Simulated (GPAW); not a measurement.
# A Ga chain with one atom pushed aside at constant bond length: a series of junctions, part 2 of 2

Aim: how the conductance and the thermopower change along a series of junctions, a Ga chain with one atom pushed aside at constant bond length.

GPAW 26.7.0; GPAW LCAO, PAW setups; Landauer transmission from Green's functions with principal layers (ASE), zero bias.

So far, conductance (G₀): step 2 (junction, offset 0.3 Å) 2.90; step 3 (another cell, offset 0.6 Å) 2.69; step 4 (another cell, offset 0.9 Å) 2.49.

## (5) Member of the series: offset = 1.2

The cell differs from the one that the last finished run ended in (c 27.722 → 27.450 Å).

Input file run.py:

```python
import json
import numpy as np
from ase import Atoms
from ase.transport.calculators import TransportCalculator
from gpaw import GPAW, FermiDirac
from gpaw.lcao.tools import get_lcao_hamiltonian
from scipy.linalg import eigh

# The junction with lead layers at both ends, along the third cell vector
device = Atoms(
    ['Ga', 'Ga', 'Ga', 'Ga', 'Ga', 'Ga', 'Ga', 'Ga', 'Ga', 'Ga', 'Ga'],
    positions=[
        [4.50000, 4.50000, 1.27500],
        [4.50000, 4.50000, 3.82500],
        [4.50000, 4.50000, 6.37500],
        [4.50000, 4.50000, 8.92500],
        [4.50000, 4.50000, 11.47500],
        [5.70000, 4.50000, 13.72500],
        [4.50000, 4.50000, 15.97500],
        [4.50000, 4.50000, 18.52500],
        [4.50000, 4.50000, 21.07500],
        [4.50000, 4.50000, 23.62500],
        [4.50000, 4.50000, 26.17500]],
    cell=[[9.0, 0.0, 0.0], [0.0, 9.0, 0.0], [0.0, 0.0, 27.45]],
    pbc=True)

# One principal layer of the lead: the first 3 atoms of the device
lead = Atoms(
    ['Ga', 'Ga', 'Ga'],
    positions=[
        [4.50000, 4.50000, 1.27500],
        [4.50000, 4.50000, 3.82500],
        [4.50000, 4.50000, 6.37500]],
    cell=[[9.0, 0.0, 0.0], [0.0, 9.0, 0.0], [0.0, 0.0, 7.65]],
    pbc=True)

settings = dict(mode='lcao', basis='dzp', xc='PBE', h=0.2,
                occupations=FermiDirac(0.1), maxiter=250,
                mixer=dict(beta=0.1, nmaxold=8, weight=100.0),
                convergence=dict(density=0.0001))
energies = np.arange(-3, 3 + 1e-9, 0.075)
eta = 0.0001
n1, n2 = 1, 1
# k and -k transmit alike, so half of the mesh across the current serves
mesh = [(i, j) for i in range(n1) for j in range(n2) if (i, j) <= (-i % n1, -j % n2)]
weights = np.array([1 if (i, j) == (-i % n1, -j % n2) else 2 for i, j in mesh]) / (n1 * n2)

# [... helper functions left out ...]
fermi_lead = ground_state(lead, (1, 1, 15), 'lead.txt')
fermi_device = ground_state(device, (1, 1, 3), 'device.txt')
# [... loop over the mesh left out, but for ...]
        # Shift the lead onto the potential of the device's first layer
        shift = ((H[:, 0, 0] - H0[:, 0, 0]) / S0[0, 0]).real.mean()
# [...]
kT = 8.617333e-5 * 300
bias = [0.1, 0.2, 0.5, 1.0, 1.5, 2.0]
# [... integrals and printing left out ...]
```

On the command line:

```console
$ OMP_NUM_THREADS=1 OPENBLAS_NUM_THREADS=1 python run.py
```

The log of the run:

```text
basis functions: device 143, principal layer 39
Fermi level: lead -2.8498 eV, device -2.8313 eV; lead shifted by 0.0003 eV
largest coupling past the next layer 6.03e-05 eV, largest misfit of the first layer 0.018 eV
  E-E_F (eV)   T (one spin)  [channel counts left out]
    -3.000    9.4327e-01
    -2.925    9.3913e-01
    -2.850    9.3468e-01
[...]
2.925    2.4065e+00
     3.000    2.3628e+00
conductance at 300 K: 2.3731 G0 a cell; thermopower -2.598 uV/K
current from the zero-bias T(E) at 0.1 V: 18.367 uA
current from the zero-bias T(E) at 0.2 V: 36.599 uA
current from the zero-bias T(E) at 0.5 V: 86.26 uA
current from the zero-bias T(E) at 1.0 V: 140.92 uA
current from the zero-bias T(E) at 1.5 V: 197.12 uA
current from the zero-bias T(E) at 2.0 V: 257.47 uA
```

It took 39 s on 1 thread of Arm Neoverse V1, shared host; peak memory 0.94 GiB.

The conductance, 2.37 G₀, lies 4.6 % below that of the member before.

## (6) The series together

Times are for 1 thread of Arm Neoverse V1, shared host. The series side by side:

```
no.  offset (Å)  conductance (G₀)  time  memory (GiB)
  1         0.3             2.897  37 s          0.95
  2         0.6             2.687  39 s          0.95
  3         0.9             2.488  37 s          0.95
  4         1.2             2.373  39 s          0.94
```

The runs together. Transmission, zone mean against energy, zero at the Fermi level:

```
energy (eV)    0.3     0.6     0.9     1.2
     -3.000  0.999   0.997   0.984   0.943
     -2.475  0.999   0.995   0.976   0.906
     -2.025  0.999   0.993   0.961   0.847
     -1.500  0.987  2.8e-4  1.7e-4  0.0944
     -0.975  0.998   0.970   0.842   0.514
     -0.525  0.992   0.894   0.597   0.237
      0.000   2.90    2.70    2.50    2.38
      0.525   2.97    2.88    2.72    2.58
      0.975   2.99    2.94    2.83    2.68
      1.500   2.99    2.97    2.90    2.76
      2.025   3.00    2.99    2.93    2.75
      2.475   3.00    2.99    2.92    2.64
      3.000   3.00    2.97    2.82    2.36
```

The runs together. The current through one cell, from the zero-bias transmission by bias:

```
bias (V)  0.3 (μA)  0.6 (μA)  0.9 (μA)  1.2 (μA)
   0.100      22.4      20.8      19.3      18.4
   0.200      44.8      41.4      38.3      36.6
   0.500       108      98.6      90.5      86.3
   1.000       187       170       152       141
   1.500       264       244       219       197
   2.000       341       320       289       257
```

## (7) A varied run

One more run, with changed settings.

Changes to run.py since step 5:

```diff
@@ -37,3 +37,3 @@
 settings = dict(mode='lcao', basis='dzp', xc='PBE', h=0.2,
-                occupations=FermiDirac(0.1), maxiter=250,
+                occupations=FermiDirac(0.1), maxiter=60,
                 mixer=dict(beta=0.1, nmaxold=8, weight=100.0),
@@ -48,3 +48,3 @@
 # [... helper functions left out ...]
-fermi_lead = ground_state(lead, (1, 1, 15), 'lead.txt')
+fermi_lead = ground_state(lead, (1, 1, 1), 'lead.txt')
 fermi_device = ground_state(device, (1, 1, 3), 'device.txt')
```

The log of the run:

```text
basis functions: device 143, principal layer 39
Fermi level: lead -3.2688 eV, device -2.8313 eV; lead shifted by 0.0201 eV
largest coupling past the next layer 5.86e-05 eV, largest misfit of the first layer 0.174 eV
  E-E_F (eV)   T (one spin)  [channel counts left out]
    -3.000    9.5059e-01
    -2.925    9.4715e-01
    -2.850    9.4294e-01
    -2.775    9.3782e-01
    -2.700    9.3161e-01
    -2.625    9.2414e-01
    -2.550    9.1525e-01
    -2.475    9.0480e-01
    -2.400    8.9269e-01
    -2.325    8.7883e-01
    -2.250    8.6320e-01
    -2.175    8.4585e-01
    -2.100    8.2687e-01
    -2.025    8.0641e-01
    -1.950    7.8469e-01
    -1.875    7.6194e-01
[...]
2.475    2.7116e+00
     2.550    2.6755e+00
     2.625    2.6260e+00
     2.700    2.5655e+00
     2.775    2.4998e+00
     2.850    2.4342e+00
     2.925    2.3718e+00
     3.000    2.3134e+00
conductance at 300 K: 1.8879 G0 a cell; thermopower -26.52 uV/K
current from the zero-bias T(E) at 0.1 V: 14.438 uA
current from the zero-bias T(E) at 0.2 V: 28.168 uA
current from the zero-bias T(E) at 0.5 V: 64.103 uA
current from the zero-bias T(E) at 1.0 V: 116.51 uA
current from the zero-bias T(E) at 1.5 V: 171.31 uA
current from the zero-bias T(E) at 2.0 V: 229.82 uA
```

It took 34 s on 1 thread; peak memory 0.94 GiB.

The run finished. A setting was moved off its sound value on purpose, so it serves as a test and not as the result.

The fault put into the input: one k-point along the lead (lead_nz = 1).

## (8) Outcome

```json
{
  "conductance, first and last member": "2.90 and 2.37 G₀",
  "largest and smallest": "2.90 and 2.37 G₀"
}
```

**Reading.** As the sideways shift goes from 0.3 to 1.2 Å, the conductance goes from 2.90 to 2.37 G₀. The conductance falls at every step of the series. The geometry was built from estimated bond lengths and not relaxed, so the numbers describe this model structure. The run had no spin polarisation, so a magnetic state, which chains and small molecules with open shells often have, wasn't tested. An evenly spaced straight chain is an idealisation: free chains tend to dimerise, zigzag or, where a band edge lies near the Fermi level, turn magnetic. The currents use the zero-bias T(E) throughout, which holds only while the bias is small against the distance to the nearest feature. The energy step is wider than the thermal energy, so the conductance and thermopower rest on interpolation of T(E).

[Logs are printed without paths, hosts, clocks, repeated set-up lines and the standing remarks that a program may print on its own settings, such as how far it seeks lower states.]

[Hosts, paths, dates, database ids (printed as entryN), source tags and the programs' standing remarks are cut or masked in the printed files.]
